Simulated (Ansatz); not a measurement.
**The perfect C wire along [111], 38 atoms a period, H-terminated**

Aim: is the C wire along [111], 38 atoms a period, H-terminated a metal or a semiconductor?

Method: DFT PBE, plane waves, PAW; relaxation of a wire's period; PAW set soft_1, in the first sound run; inputs show where later runs differ, in Ansatz 0.2.0.

## Step 1: The starting structure

The cell holds 68 atoms: 38 C and 30 H. Its edges and angles: a = 13.678 Å, b = 14.742 Å, c = 6.183 Å, α = 90.0°, β = 90.0°, γ = 90.0°. Vacuum lies along a and b. The structure's axis is c.

## Step 2: Relaxing the period

Band widths follow the bond lengths, so the wire is relaxed first. The atoms and the third cell vector are free; the box across stays fixed as vacuum. A Fermi-Dirac smearing is set since the result may be a metal. The pressure printed is a third of the stress's trace over the whole box, vacuum included; only the stress along the axis is relaxed.

input.yaml

```yaml
crystal:
  lattice:
    - [13.678, 0.0, 0.0]
    - [0.0, 14.742, 0.0]
    - [0.0, 0.0, 6.183421383]
  atoms:
    - { symbol: C, position: [0.407710321, 0.4505573, 0.0] }
    - { symbol: C, position: [0.499988842, 0.302261981, 0.0] }
    - { symbol: C, position: [0.592267362, 0.4505573, 0.0] }
    - { symbol: C, position: [0.315431801, 0.59885262, 0.25] }
    - { symbol: C, position: [0.407710321, 0.4505573, 0.25] }
    - { symbol: C, position: [0.499988842, 0.302261981, 0.25] }
    - { symbol: C, position: [0.499988842, 0.59885262, 0.25] }
    - { symbol: C, position: [0.592267362, 0.4505573, 0.25] }
    - { symbol: C, position: [0.684545883, 0.59885262, 0.25] }
    - { symbol: H, position: [0.248574353, 0.436939736, 0.272956835] }
    - { symbol: H, position: [0.315431801, 0.32949711, 0.272956835] }
    - { symbol: H, position: [0.433131394, 0.733530374, 0.272956835] }
    - { symbol: H, position: [0.56684629, 0.733530374, 0.272956835] }
    - { symbol: H, position: [0.684545883, 0.32949711, 0.272956835] }
    - { symbol: H, position: [0.751403331, 0.436939736, 0.272956835] }
    - { symbol: H, position: [0.248574353, 0.563038411, 0.310376499] }
    - { symbol: H, position: [0.315431801, 0.670481037, 0.310376499] }
    - { symbol: H, position: [0.433131394, 0.266447773, 0.310376499] }
    - { symbol: H, position: [0.56684629, 0.266447773, 0.310376499] }
    - { symbol: H, position: [0.684545883, 0.670481037, 0.310376499] }
    - { symbol: H, position: [0.751403331, 0.563038411, 0.310376499] }
    - { symbol: C, position: [0.315431801, 0.401125527, 0.333333333] }
    - { symbol: C, position: [0.407710321, 0.549420846, 0.333333333] }
    - { symbol: C, position: [0.499988842, 0.401125527, 0.333333333] }
    - { symbol: C, position: [0.499988842, 0.697716166, 0.333333333] }
    - { symbol: C, position: [0.592267362, 0.549420846, 0.333333333] }
    - { symbol: C, position: [0.684545883, 0.401125527, 0.333333333] }
    - { symbol: C, position: [0.315431801, 0.401125527, 0.583333333] }
    - { symbol: C, position: [0.407710321, 0.549420846, 0.583333333] }
    - { symbol: C, position: [0.499988842, 0.401125527, 0.583333333] }
    - { symbol: C, position: [0.499988842, 0.697716166, 0.583333333] }
    - { symbol: C, position: [0.592267362, 0.549420846, 0.583333333] }
    - { symbol: C, position: [0.684545883, 0.401125527, 0.583333333] }
    - { symbol: H, position: [0.248574353, 0.535803282, 0.606290168] }
    - { symbol: H, position: [0.340852874, 0.684098601, 0.606290168] }
    - { symbol: H, position: [0.407710321, 0.280065337, 0.606290168] }
    - { symbol: H, position: [0.592267362, 0.280065337, 0.606290168] }
    - { symbol: H, position: [0.65912481, 0.684098601, 0.606290168] }
    - { symbol: H, position: [0.751403331, 0.535803282, 0.606290168] }
    - { symbol: H, position: [0.248574353, 0.365311319, 0.643709832] }
    - { symbol: H, position: [0.499988842, 0.769344583, 0.643709832] }
    - { symbol: H, position: [0.751403331, 0.365311319, 0.643709832] }
    - { symbol: C, position: [0.315431801, 0.499989073, 0.666666667] }
    - { symbol: C, position: [0.407710321, 0.351693754, 0.666666667] }
    - { symbol: C, position: [0.407710321, 0.648284393, 0.666666667] }
    - { symbol: C, position: [0.499988842, 0.499989073, 0.666666667] }
    - { symbol: C, position: [0.592267362, 0.648284393, 0.666666667] }
    - { symbol: C, position: [0.592267362, 0.351693754, 0.666666667] }
    - { symbol: C, position: [0.684545883, 0.499989073, 0.666666667] }
    - { symbol: C, position: [0.315431801, 0.499989073, 0.916666667] }
    - { symbol: C, position: [0.407710321, 0.351693754, 0.916666667] }
    - { symbol: C, position: [0.407710321, 0.648284393, 0.916666667] }
    - { symbol: C, position: [0.499988842, 0.499989073, 0.916666667] }
    - { symbol: C, position: [0.592267362, 0.648284393, 0.916666667] }
    - { symbol: C, position: [0.592267362, 0.351693754, 0.916666667] }
    - { symbol: C, position: [0.684545883, 0.499989073, 0.916666667] }
    - { symbol: H, position: [0.248574353, 0.634666828, 0.939623501] }
    - { symbol: H, position: [0.499988842, 0.230633564, 0.939623501] }
    - { symbol: H, position: [0.751403331, 0.634666828, 0.939623501] }
    - { symbol: H, position: [0.248574353, 0.464174865, 0.977043165] }
    - { symbol: H, position: [0.340852874, 0.315879546, 0.977043165] }
    - { symbol: H, position: [0.407710321, 0.71991281, 0.977043165] }
    - { symbol: H, position: [0.592267362, 0.71991281, 0.977043165] }
    - { symbol: H, position: [0.65912481, 0.315879546, 0.977043165] }
    - { symbol: H, position: [0.751403331, 0.464174865, 0.977043165] }
    - { symbol: C, position: [0.315431801, 0.59885262, 0.0] }
    - { symbol: C, position: [0.499988842, 0.59885262, 0.0] }
    - { symbol: C, position: [0.684545883, 0.59885262, 0.0] }
kpoints:
  mp_grid: { grid: [1, 1, 13] }
scf:
  occupations: { method: fermi_dirac, width: 0.05 }
hamiltonian:
  xc: pbe
  pseudopotentials: { kind: paw, azcp: { folder: soft_1 } }
relax:
  cell: { fix: [a, b, alpha, beta, gamma] }
  max_steps: 45
  f_tol: 0.03
```

Command:

```console
$ ansatz run input.yaml --threads 4 --pin off --max-ram 16384MiB --backend cpu --events-out ev --progress --plain --runs-dir out
```

Numbers of over 12 decimals in the logs are rounded to 6 here.

The log of the run:

```text
Engine: ansatz 0.2.0, aarch64-unknown-linux-gnu
Pseudopotentials: kind: paw
Pseudopotential: C, paw, valence charge 4, recommended cutoff 420 eV (normal), soft_1/C.paw.azcp
Pseudopotential: H, paw, valence charge 1, recommended cutoff 420 eV (normal), soft_1/H.paw.azcp
Functional definition: PBE
  parameter kappa = 0.804
  parameter beta = 0.066725
  exchange = pbe_x(kappa = kappa, mu = beta*pi^2/3)
  correlation = pbe_c(beta = beta)
Crystal: 68 atoms, lattice volume = 1246.832 Å³
Basis set: ecut = 420 eV, 24357 PW (Γ), exchange–correlation on 192×200×90 points (8 copies of the dense FFT grid, shifted against one another)
Bands: 159, of which v1, the nominal top of the filled ones, is band 91 counted from 1 (90 counted from 0)
Symmetry: 4 space group operations
Space group: P2/m (ITA 10), of the structure as read, at distance tolerance 1.1e-4 Å
k-points: 7 of 13
Non-local potential: C, projectors of the file, l = 0: 2, l = 1: 2, l = 2: 1
Non-local potential: H, projectors of the file, l = 0: 2, l = 1: 1
PAW form: soft (Blöchl's): semilocal exchange-correlation on the pseudo side does not see the compensation charge
PAW one-centre angular grid: C, 110 points (default); XC on 64 Gauss nodes
PAW one-centre angular grid: H, 110 points (default); XC on 64 Gauss nodes
Initial density: superposition of atomic densities (neutral atoms: chi_scale 0, normalization atom)
Initial wavefunctions: pseudopotential atomic-orbital guess
Functional: x = pbe(κ = 0.804, μ = 0.219515), c = pbe(β = 0.066725)
SCF iter   1: F=—  HF=-10042.633122 eV  |F-HF|=—  |Δ(HF+E_count)|=         —  Δρ=7.69e-2  dr2=8.20e1  ethr=3.10e-3  ⟨swp⟩=7.6  Hψ=5996  notcnv=0  defer=197
preconditioner: auto → Resta (q_TF=auto, 1.980 Å⁻¹)  ε∞=1.7  [insulator: Δε(μ)=7.207 eV  Ē_g=17.005 eV  σ=0.050 eV  W_gap=1.00  n_scr=154 (ndim 8)  ℏωp=14.2 eV  f_vac=0.595  D(μ)=0.00/eV (n_scr^D=0)  ε∞_Penn≈1.7  vacuum switching on, ρ_ref=2.1e-2 e/Å³]
SCF iter   2: F=—  HF=-10017.235272 eV  |F-HF|=—  |Δ(HF+E_count)|=    2.54e1  Δρ=3.51e-2  dr2=1.01e1  ethr=3.10e-3  ⟨swp⟩=4.0  Hψ=2409  notcnv=0  defer=436
SCF iter   3: F=—  HF=-10014.525845 eV  |F-HF|=—  |Δ(HF+E_count)|=    2.71e0  Δρ=9.30e-3  dr2=1.15e0  ethr=3.10e-3  ⟨swp⟩=3.1  Hψ=1201  notcnv=0  defer=436
SCF iter   4: F=—  HF=-10014.338069 eV  |F-HF|=—  |Δ(HF+E_count)|=   1.88e-1  Δρ=2.39e-3  dr2=1.30e-1  ethr=6.30e-4  ⟨swp⟩=3.1  Hψ=1933  notcnv=0  defer=436
SCF iter   5: F=—  HF=-10014.320346 eV  |F-HF|=—  |Δ(HF+E_count)|=   1.77e-2  Δρ=8.10e-4  dr2=4.75e-3  ethr=7.17e-5  ⟨swp⟩=2.0  Hψ=1172  notcnv=0  defer=436
SCF iter   6: F=—  HF=-10014.323827 eV  |F-HF|=—  |Δ(HF+E_count)|=   3.48e-3  Δρ=2.43e-4  dr2=3.89e-4  ethr=2.61e-6  ⟨swp⟩=2.0  Hψ=1295  notcnv=0  defer=436
SCF iter   7: F=—  HF=-10014.324228 eV  |F-HF|=—  |Δ(HF+E_count)|=   4.00e-4  Δρ=7.12e-5  dr2=4.42e-5  ethr=2.14e-7  ⟨swp⟩=2.0  Hψ=1314  notcnv=0  defer=436
SCF iter   8: F=—  HF=-10014.323929 eV  |F-HF|=—  |Δ(HF+E_count)|=   2.98e-4  Δρ=1.21e-5  dr2=1.07e-6  ethr=2.43e-8  ⟨swp⟩=2.0  Hψ=1746  notcnv=0  defer=436
SCF iter   9: F=—  HF=-10014.323930 eV  |F-HF|=—  |Δ(HF+E_count)|=   1.01e-6  Δρ=3.68e-6  dr2=2.13e-7  ethr=5.49e-11  ⟨swp⟩=5.0  Hψ=3533  notcnv=0
SCF iter  10: F=-10014.323930 eV  HF=-10014.323930 eV  |F-HF|=2.92e-9  |Δ(HF+E_count)|=   4.66e-9  Δρ=1.22e-6  dr2=1.36e-8  ethr=5.49e-11  ⟨swp⟩=4.0  Hψ=2969  notcnv=0
SCF 1 converged in 10 iterations: F = -10014.323930 eV  dr2 = 1.36e-8
  greatest PAW one-centre occupation: 0.650 electrons in one spin orbital (limit 2), on the C atom at site 21 (counted from 0), in its partial waves of l = 0
relax step   1: F+E_penalty+E_count = -10014.32393044 eV  Δ(F+E_penalty+E_count) = +0.000e0 eV  max|allowed force component| = 8.506e-1 eV/Å  Δτ_max = 0.0000 Å  P = -0.353 GPa  Ω = 1246.832 Å³  fix = [a, b, alpha, beta, gamma]  reactions: a -1.265, b -1.266 GPa; alpha -0.000 GPa/rad  (10 SCF iters, dr2 threshold 1.00e-7 eV, accepted)
Crystal: 68 atoms, lattice volume = 1278.347 Å³
Basis set: ecut = 420 eV, 24985 PW (Γ), exchange–correlation on 192×200×90 points (8 copies of the dense FFT grid, shifted against one another)
Initial density: handed on by an earlier stage of this run
Initial wavefunctions: those handed on with the density
iter 1 solved again at ethr=5.20e-4 eV; its pass at ethr=3.10e-3 eV (dr2=9.46e-1 eV) is discarded
SCF iter   1: F=—  HF=-10015.192840 eV  |F-HF|=—  |Δ(HF+E_count)|=         —  Δρ=1.18e-2  dr2=9.67e-1  ethr=5.20e-4  ⟨swp⟩=7.3  Hψ=5763  notcnv=0  defer=1
preconditioner: auto → Resta (q_TF=auto, 1.971 Å⁻¹)  ε∞=1.9  [insulator: Δε(μ)=3.565 eV  Ē_g=14.728 eV  σ=0.050 eV  W_gap=1.00  n_scr=154 (ndim 8)  ℏωp=14.0 eV  f_vac=0.650  D(μ)=0.00/eV (n_scr^D=0)  ε∞_Penn≈1.9  vacuum switching on, ρ_ref=1.6e-2 e/Å³]
SCF iter   2: F=—  HF=-10015.027324 eV  |F-HF|=—  |Δ(HF+E_count)|=   1.66e-1  Δρ=5.30e-3  dr2=1.45e-1  ethr=5.20e-4  ⟨swp⟩=2.7  Hψ=1768  notcnv=0  defer=305
SCF iter   3: F=—  HF=-10015.024885 eV  |F-HF|=—  |Δ(HF+E_count)|=   2.44e-3  Δρ=1.69e-3  dr2=2.15e-2  ethr=7.97e-5  ⟨swp⟩=2.0  Hψ=1413  notcnv=0  defer=415
SCF iter   4: F=—  HF=-10015.024273 eV  |F-HF|=—  |Δ(HF+E_count)|=   6.12e-4  Δρ=2.84e-4  dr2=6.75e-4  ethr=1.18e-5  ⟨swp⟩=2.0  Hψ=1225  notcnv=0  defer=415
SCF iter   5: F=—  HF=-10015.024119 eV  |F-HF|=—  |Δ(HF+E_count)|=   1.54e-4  Δρ=7.46e-5  dr2=7.14e-5  ethr=3.71e-7  ⟨swp⟩=2.0  Hψ=1655  notcnv=0  defer=417
SCF iter   6: F=-10015.024139 eV  HF=-10015.024137 eV  |F-HF|=1.65e-6  |Δ(HF+E_count)|=   1.78e-5  Δρ=1.71e-5  dr2=3.09e-6  ethr=3.74e-9  ⟨swp⟩=3.0  Hψ=3728  notcnv=0
SCF 2 converged in 6 iterations: F = -10015.024139 eV  dr2 = 3.09e-6
  greatest PAW one-centre occupation: 0.652 electrons in one spin orbital (limit 2), on the C atom at site 26 (counted from 0), in its partial waves of l = 0
relax step   2: F+E_penalty+E_count = -10015.02413882 eV  Δ(F+E_penalty+E_count) = -7.002e-1 eV  max|allowed force component| = 8.211e-1 eV/Å  Δτ_max = 0.1164 Å  P = -0.339 GPa  Ω = 1278.347 Å³  energy of the carried Pulay correction = -2.703e-2 eV  fix = [a, b, alpha, beta, gamma]  reactions: a +0.067, b +0.066 GPa; alpha +0.000 GPa/rad  (6 SCF iters, dr2 threshold 6.80e-6 eV, accepted)
Crystal: 68 atoms, lattice volume = 1268.941 Å³
Basis set: ecut = 420 eV, 24789 PW (Γ), exchange–correlation on 192×200×90 points (8 copies of the dense FFT grid, shifted against one another)
iter 1 solved again at ethr=2.56e-5 eV; its pass at ethr=3.10e-3 eV (dr2=4.66e-2 eV) is discarded
SCF iter   1: F=—  HF=-10015.155587 eV  |F-HF|=—  |Δ(HF+E_count)|=         —  Δρ=2.68e-3  dr2=4.68e-2  ethr=2.56e-5  ⟨swp⟩=6.9  Hψ=5063  notcnv=0  defer=3
[...]
--- Forces (eV/Å), atoms counted from 1 ---
  atom   1  C      0.00149992     0.00087616    -0.00332375
  atom   2  C      0.00000000     0.00361639    -0.00141174
  atom   3  C     -0.00149992     0.00087616    -0.00332375
  atom   4  C      0.00226582    -0.00129342    -0.00004288
  atom   5  C     -0.00147655    -0.00084283     0.00127706
  atom   6  C      0.00000000     0.00261331    -0.00006339
  atom   7  C      0.00000000     0.00175032     0.00126514
  atom   8  C      0.00147655    -0.00084283     0.00127706
  atom   9  C     -0.00226582    -0.00129342    -0.00004288
  atom  10  H      0.00010515    -0.00036275     0.00079494
  atom  11  H     -0.00042944     0.00028397     0.00072989
  atom  12  H      0.00041699     0.00018907     0.00076237
  atom  13  H     -0.00041699     0.00018907     0.00076237
  atom  14  H      0.00042944     0.00028397     0.00072989
  atom  15  H     -0.00010515    -0.00036275     0.00079494
  atom  16  H      0.00010515     0.00036275    -0.00079494
  atom  17  H     -0.00042944    -0.00028397    -0.00072989
  atom  18  H      0.00041699    -0.00018907    -0.00076237
  atom  19  H     -0.00041699    -0.00018907    -0.00076237
  atom  20  H      0.00042944    -0.00028397    -0.00072989
  atom  21  H     -0.00010515     0.00036275    -0.00079494
  atom  22  C      0.00226582     0.00129342     0.00004288
  atom  23  C     -0.00147655     0.00084283    -0.00127706
  atom  24  C      0.00000000    -0.00175032    -0.00126514
  atom  25  C     -0.00000000    -0.00261331     0.00006339
  atom  26  C      0.00147655     0.00084283    -0.00127706
  atom  27  C     -0.00226582     0.00129342     0.00004288
  atom  28  C      0.00314333     0.00182801     0.00139805
  atom  29  C      0.00149992    -0.00087616     0.00332375
  atom  30  C      0.00000000     0.00175336     0.00333030
  atom  31  C      0.00000000    -0.00361639     0.00141174
  atom  32  C     -0.00149992    -0.00087616     0.00332375
  atom  33  C     -0.00314333     0.00182801     0.00139805
  atom  34  H     -0.00112393     0.00053266     0.00018545
  atom  35  H     -0.00102020     0.00071274     0.00018739
  atom  36  H     -0.00010090    -0.00125729     0.00019019
  atom  37  H      0.00010090    -0.00125729     0.00019019
  atom  38  H      0.00102020     0.00071274     0.00018739
  atom  39  H      0.00112393     0.00053266     0.00018545
  atom  40  H     -0.00228674    -0.00132043     0.00011249
[...]
atom  57  H     -0.00228674     0.00132043    -0.00011249
  atom  58  H      0.00000000    -0.00264171    -0.00011129
  atom  59  H      0.00228674     0.00132043    -0.00011249
  atom  60  H     -0.00112393    -0.00053266    -0.00018545
  atom  61  H     -0.00102020    -0.00071274    -0.00018739
  atom  62  H     -0.00010090     0.00125729    -0.00019019
  atom  63  H      0.00010090     0.00125729    -0.00019019
  atom  64  H      0.00102020    -0.00071274    -0.00018739
  atom  65  H      0.00112393    -0.00053266    -0.00018545
  atom  66  C      0.00314333    -0.00182801    -0.00139805
  atom  67  C      0.00000000    -0.00175336    -0.00333030
  atom  68  C     -0.00314333    -0.00182801    -0.00139805
  max |Σ_I F_I| component: 8.67e-19 eV/Å
--- Stress (GPa, compression-positive) ---
        0.003310       0.000000       0.000000
        0.000000       0.001032      -0.000001
        0.000000       0.000002       0.003133
  P = ⅓ Tr σ = 0.0025 GPa (0.025 kbar)
--- Relaxed structure (5 steps of the walk, 5 accepted, 2 SCFs on fresh bases) ---
  F+E_penalty+E_count = -10015.17804201 eV   max|allowed force component| = 4.619e-3 eV/Å   (the final SCF, on the basis selected at the relaxed cell)
  cell:  # Å, volume = 1268.5558 Å³
    - [13.678, 0.0, 0.0]
    - [0.0, 14.742, 0]
    - [0.0, 0, 6.291158]
  atoms:
    - { symbol: C, position: [0.406706, 0.450020, 0.00112535] }
    - { symbol: C, position: [0.499989, 0.303302, -0.00194288] }
    - { symbol: C, position: [0.593271, 0.450020, 0.00112535] }
    - { symbol: C, position: [0.315121, 0.599020, 0.241010] }
    - { symbol: C, position: [0.406326, 0.449816, 0.250586] }
    - { symbol: C, position: [0.499989, 0.301929, 0.241007] }
    - { symbol: C, position: [0.499989, 0.600335, 0.250588] }
    - { symbol: C, position: [0.593652, 0.449816, 0.250586] }
    - { symbol: C, position: [0.684856, 0.599020, 0.241010] }
    - { symbol: H, position: [0.247512, 0.433021, 0.286166] }
    - { symbol: H, position: [0.311251, 0.330600, 0.286172] }
    - { symbol: H, position: [0.436254, 0.736341, 0.286173] }
    - { symbol: H, position: [0.563723, 0.736341, 0.286173] }
    - { symbol: H, position: [0.688726, 0.330600, 0.286172] }
    - { symbol: H, position: [0.752466, 0.433021, 0.286166] }
    - { symbol: H, position: [0.247512, 0.566957, 0.297168] }
    - { symbol: H, position: [0.311251, 0.669379, 0.297161] }
    - { symbol: H, position: [0.436254, 0.263637, 0.297161] }
    - { symbol: H, position: [0.563723, 0.263637, 0.297161] }
    - { symbol: H, position: [0.688726, 0.669379, 0.297161] }
    - { symbol: H, position: [0.752466, 0.566957, 0.297168] }
    - { symbol: C, position: [0.315121, 0.400958, 0.342323] }
    - { symbol: C, position: [0.406326, 0.550162, 0.332747] }
    - { symbol: C, position: [0.499989, 0.399643, 0.332745] }
    - { symbol: C, position: [0.499989, 0.698049, 0.342327] }
    - { symbol: C, position: [0.593652, 0.550162, 0.332747] }
    - { symbol: C, position: [0.684856, 0.400958, 0.342323] }
    - { symbol: C, position: [0.316402, 0.401645, 0.585272] }
    - { symbol: C, position: [0.406706, 0.549958, 0.582208] }
    - { symbol: C, position: [0.499989, 0.400049, 0.582205] }
    - { symbol: C, position: [0.499989, 0.696676, 0.585276] }
    - { symbol: C, position: [0.593271, 0.549958, 0.582208] }
    - { symbol: C, position: [0.683576, 0.401645, 0.585272] }
    - { symbol: H, position: [0.249678, 0.534146, 0.616009] }
    - { symbol: H, position: [0.342952, 0.684039, 0.616007] }
    - { symbol: H, position: [0.406715, 0.281782, 0.616002] }
    - { symbol: H, position: [0.593262, 0.281782, 0.616002] }
    - { symbol: H, position: [0.657026, 0.684039, 0.616007] }
    - { symbol: H, position: [0.750300, 0.534146, 0.616009] }
    - { symbol: H, position: [0.250631, 0.366416, 0.645215] }
    - { symbol: H, position: [0.499989, 0.767140, 0.645220] }
    - { symbol: H, position: [0.749347, 0.366416, 0.645215] }
    - { symbol: C, position: [0.316607, 0.499215, 0.669881] }
    - { symbol: C, position: [0.407575, 0.353026, 0.669878] }
    - { symbol: C, position: [0.409021, 0.647727, 0.669883] }
    - { symbol: C, position: [0.499989, 0.499989, 0.665106] }
    - { symbol: C, position: [0.590957, 0.647727, 0.669883] }
    - { symbol: C, position: [0.592403, 0.353026, 0.669878] }
    - { symbol: C, position: [0.683370, 0.499215, 0.669881] }
    - { symbol: C, position: [0.316607, 0.500763, 0.913453] }
    - { symbol: C, position: [0.409021, 0.352251, 0.913451] }
    - { symbol: C, position: [0.407575, 0.646952, 0.913456] }
    - { symbol: C, position: [0.499989, 0.499989, 0.918228] }
    - { symbol: C, position: [0.592403, 0.646952, 0.913456] }
    - { symbol: C, position: [0.590957, 0.352251, 0.913451] }
    - { symbol: C, position: [0.683370, 0.500763, 0.913453] }
    - { symbol: H, position: [0.250631, 0.633562, 0.938118] }
    - { symbol: H, position: [0.499989, 0.232838, 0.938114] }
    - { symbol: H, position: [0.749347, 0.633562, 0.938118] }
    - { symbol: H, position: [0.249678, 0.465832, 0.967324] }
    - { symbol: H, position: [0.342952, 0.315939, 0.967326] }
    - { symbol: H, position: [0.406715, 0.718196, 0.967331] }
    - { symbol: H, position: [0.593262, 0.718196, 0.967331] }
    - { symbol: H, position: [0.657026, 0.315939, 0.967326] }
    - { symbol: H, position: [0.750300, 0.465832, 0.967324] }
    - { symbol: C, position: [0.316402, 0.598333, -0.00193892] }
    - { symbol: C, position: [0.499989, 0.599929, 0.00112867] }
    - { symbol: C, position: [0.683576, 0.598333, -0.00193892] }
[key lines of the parts left out:]
SCF converged after 5 iterations
Free energy (F): -10015.178042 eV
Fermi energy:    0.340400 eV
```

The job ended after 4.1 min (4 threads of Arm Neoverse V1, shared host; peak memory 4.6 GiB; 16 min of CPU time).

[end of part 1 of 2]

[Logs are printed without paths, hosts, clocks, repeated set-up lines and the standing remarks that a program may print on its own settings, such as how far it seeks lower states.]

[Hosts, paths, dates, database ids (printed as entryN), source tags and the programs' standing remarks are cut or masked in the printed files.]
